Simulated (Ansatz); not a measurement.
# (BP)3(GaN)1 [001] superlattice, started as zinc blende: a soft mode frozen in, part 3 of 3

Which phase does (BP)3(GaN)1 [001] superlattice, started as zinc blende fall into along its unstable mode, and how much energy does it gain?

Ansatz 0.2.0; DFT LDA, scalar-relativistic, plane waves, PAW.

So far. Step 5 (Energy along the mode, all amplitudes (two of the runs …): The lowest of the steps tried is at 0.14 Å, 1.62 meV/atom below the parent; the bottom of the well need not coincide with a step. Step 7 (The new phase in its own primitive cell): The largest force component left is 0.19 meV/Å and the pressure is 0.000 GPa, within the tolerances set. The cell now holds 12.61 Å³/atom.

The structure was built from a prototype and need not be the compound's stable phase.

### Step 8. Modes of the new phase, k-mesh 12×12×12

A relaxed structure may still be a saddle point, so its zone-centre modes are computed. No field response is asked, since the mesh shows no gap.

File input.yaml:

```yaml
crystal:
  lattice:
    - [3.1870310722, 0.0, 0.0]
    - [0.0, 1.676074171, 9.44246486]
    - [0.0, -1.676074171, 9.44246486]
  atoms:
    - { symbol: B, position: [0.0, 0.769594314, 0.769594314] }
    - { symbol: B, position: [0.5, 0.1530820473, 0.1530820473] }
    - { symbol: B, position: [0.0, 0.5357844345, 0.5357844345] }
    - { symbol: Ga, position: [0.5, 0.8959989844, 0.8959989844] }
    - { symbol: "N", position: [0.0, 0.8417890838, 0.8417890838] }
    - { symbol: P, position: [0.5, 0.7115154793, 0.7115154793] }
    - { symbol: P, position: [0.0, 0.0937974947, 0.0937974947] }
    - { symbol: P, position: [0.5, 0.477413367, 0.477413367] }
kpoints:
  mp_grid: { grid: [12, 12, 12] }
hamiltonian:
  xc: lda
scf:
  occupations: { method: methfessel_paxton, width: 0.2 }
output:
  eigenvalues: true
phonons:
  method: dfpt
```

Started as:

```console
$ ansatz run input.yaml --threads 8 --pin off --max-ram 14336MiB --backend cpu --events-out ev --progress --plain --runs-dir out
```

Numbers of over 12 decimals in the logs are rounded to 6 here.

What it wrote:

```text
[...]
Crystal: 8 atoms, lattice volume = 100.878 Å³
Basis set: ecut = 420 eV, 1977 PW (Γ), exchange–correlation on 48×144×144 points (8 copies of the dense FFT grid, shifted against one another)
Bands: 29, of which v1, the nominal top of the filled ones, is band 21 counted from 1 (20 counted from 0)
Symmetry: 4 space group operations
k-points: 301 of 1728 (time reversal used)
[...]
SCF iter   1: F=—  HF=-6710.735425 eV  |F-HF|=—  |Δ(HF+E_count)|=         —  Δρ=9.07e-3  dr2=9.39e-2  ethr=1.77e-3  ⟨swp⟩=6.8  Hψ=45854  notcnv=0
[...]
SCF iter  15: F=-6710.710045 eV  HF=-6710.710045 eV  |F-HF|=1.27e-11  |Δ(HF+E_count)|=    0.00e0  S|Δr|=    0.00e0  Δρ=7.80e-8  dr2=9.08e-12  ethr=1.00e-12  ⟨swp⟩=12.8  Hψ=51615  notcnv=0
SCF 1 converged in 15 iterations: F = -6710.710045 eV  dr2 = 9.08e-12
[...]
SCF converged after 15 iterations
[...]
Free energy (F): -6710.710045 eV
[...]
Internal energy: -6710.711385 eV  (E = F + TS)
E sigma→0 (E₀):  -6710.710380 eV
Entropy (-TS):   0.001340 eV (0.167 meV/atom)
Fermi energy:    9.035048 eV
[...]
--- Band table (eV; the first three rows and the last of 301) ---
  k-point 0: bands = [... 17 lower, 6.3536, 7.4109, 8.0923, 8.5233, 9.1698, 9.8809, 10.1667, 11.3105, ... 4 higher]
  k-point 1: bands = [... 17 lower, 6.1443, 7.1791, 8.0617, 8.2924, 9.6534, 10.1575, 10.4683, 11.3926, ... 4 higher]
  k-point 2: bands = [... 17 lower, 6.2738, 6.4758, 7.9652, 7.9680, 10.2909, 10.7515, 10.9605, 11.4685, ... 4 higher]
  k-point 300: bands = [... 17 lower, 5.8762, 5.9537, 6.1870, 8.6953, 11.3288, 11.4758, 11.7707, 11.9261, ... 4 higher]
[...]
ASR residual: 1.050e-4 → 0.000e0 eV/Å²; symmetrization residual: 1.363e-6 eV/Å²
[...]
```

It took 6.7 min on 8 threads of Intel Xeon Platinum 8259CL at 2.50GHz (Skylake/Cascade Lake), shared host; peak memory 3.5 GiB.

Numbers from this step:

```
sum-rule residual before enforcement                    : 1.05e-4 eV/Å²
highest optical mode at the zone centre (no LO-TO term) : 1420 cm⁻¹
lowest optical zone-centre mode                         : 96.5 cm⁻¹
```

Patterns of degenerate modes are one choice out of their space. Modes at Γ, with each element's share of the kinetic energy:

```
mode  frequency (cm⁻¹)  symmetry  B %  Ga %  N %  P %
   1               0.0  acoustic   16    33    7   44
   2               0.0  acoustic   16    33    7   44
   3               0.0  acoustic   16    33    7   44
   4              96.5        B2   13    39    0   47
   5             154.2        B1   11    51    6   33
   6             216.2        B1   22     3    0   75
   7             226.4        B2   25     1    2   72
   8             247.0        B2    8     2   78   12
   9             276.7        B1   22     1    0   77
  10             289.7        A1   10    53    0   37
  11             347.4        A1   16     0    7   77
  12             382.4        B2    1    24    1   74
  13             473.4        B2   84     0   12    3
  14             473.6        A1    5     9    3   83
  15             631.1        A1   28     4   42   26
  16             635.7        B2   79     0    0   21
  17             645.3        B1    6    11   78    5
  18             681.1        B2   73     0    1   26
  19             731.5        B1   76     0    2   22
  20             756.5        A1   87     0    0   13
  21             766.6        A1   80     0    0   20
  22             776.1        B1   75     0    3   22
  23             838.8        B1   72     0    6   22
  24            1420.4        A1   59     0   41    0
```

Displacements in mode 4 (96.5 cm⁻¹), the largest set to 1:
```
B1   0.00 -0.67  0.00
B2   0.00 -0.91  0.00
B3   0.00 -0.53  0.00
Ga4  0.00  0.84  0.00
N5   0.00  0.17  0.00
P6   0.00 -1.00  0.00
P7   0.00 -0.78  0.00
P8   0.00  0.54  0.00
```

Displacements in mode 24 (1420.4 cm⁻¹), the largest set to 1:
```
B1   0.00  0.00  1.00
B2   0.00  0.00 -0.02
B3   0.00  0.00 -0.01
Ga4  0.00  0.00  0.00
N5   0.00  0.00 -0.73
P6   0.00  0.00 -0.03
P7   0.00  0.00  0.00
P8   0.00  0.00  0.02
```

Before it was imposed, the acoustic sum rule was missed by 1.1e-4 eV/Å². Small misses are needed for a sound result but don't prove that mesh and cutoff are converged. The lowest optical mode is real, 96.5 cm⁻¹.

### Step 9. The phases reached

The phases reached along the modes that were followed are set side by side.

Energies are those of the first relaxation, on the mesh of the frozen mode; space group, volume and gap are those of the last relaxation. Phases, by row:

```csv
mode frozen in,space group,energy from parent (meV/atom),volume (Å³/atom),gap on mesh (eV),lowest zone-centre optical mode (cm⁻¹),largest shift (Å)
parent,Pmm2,0,11.39,0,–,–
"q = (0, 0, 0), 207i cm⁻¹",Amm2,-56.27,12.61,0,96.5,0.84
```

### Step 10. Summary of results

* unstable mode of the parent: q = (0, 0, 0), 207i cm⁻¹
* depth at the lowest point sampled: 1.62 meV/atom
* largest atomic shift at that point: 0.14 Å
* space group reached (within 0.01 Å): Amm2
* energy gained over the parent (first relaxation, on the mesh of the frozen mode): 56.3 meV/atom
* volume per atom, phase reached: 12.6 Å³
* lowest optical zone-centre mode, phase reached: 96.5 cm⁻¹
* highest optical mode at the zone centre (no LO-TO term), phase reached: 1420 cm⁻¹

**Reading.** Along this mode the structure falls into Amm2, 56.3 meV/atom below the parent. At the parent's cell the well is 1.624 meV/atom deep on the steps tried, with its lowest point at a shift of 0.14 Å. Relaxing atoms and cell changes the gain by +54.65 meV/atom against the lowest step (energies at zero smearing). Most of the total comes from this relaxation. The new phase has no imaginary mode at the zone centre of its cell; other wavevectors were not checked. Each path keeps the symmetry of its pattern, so a lower phase may lie along a pattern not tried. With no gap, or one that is small against the smearing, the frequencies hang on the k mesh and the smearing, most of all near Kohn anomalies. A semilocal functional can close a gap that the real compound would have, so the metallic treatment may be an artefact of the level. The starting cell was built on a prototype and not taken from a measurement, so the phase need not exist.

[Logs are printed without paths, hosts, clocks, repeated set-up lines and the standing remarks that a program may print on its own settings, such as how far it seeks lower states.]

[Hosts, paths, dates, database ids (printed as entryN), source tags and the programs' standing remarks are cut or masked in the printed files.]
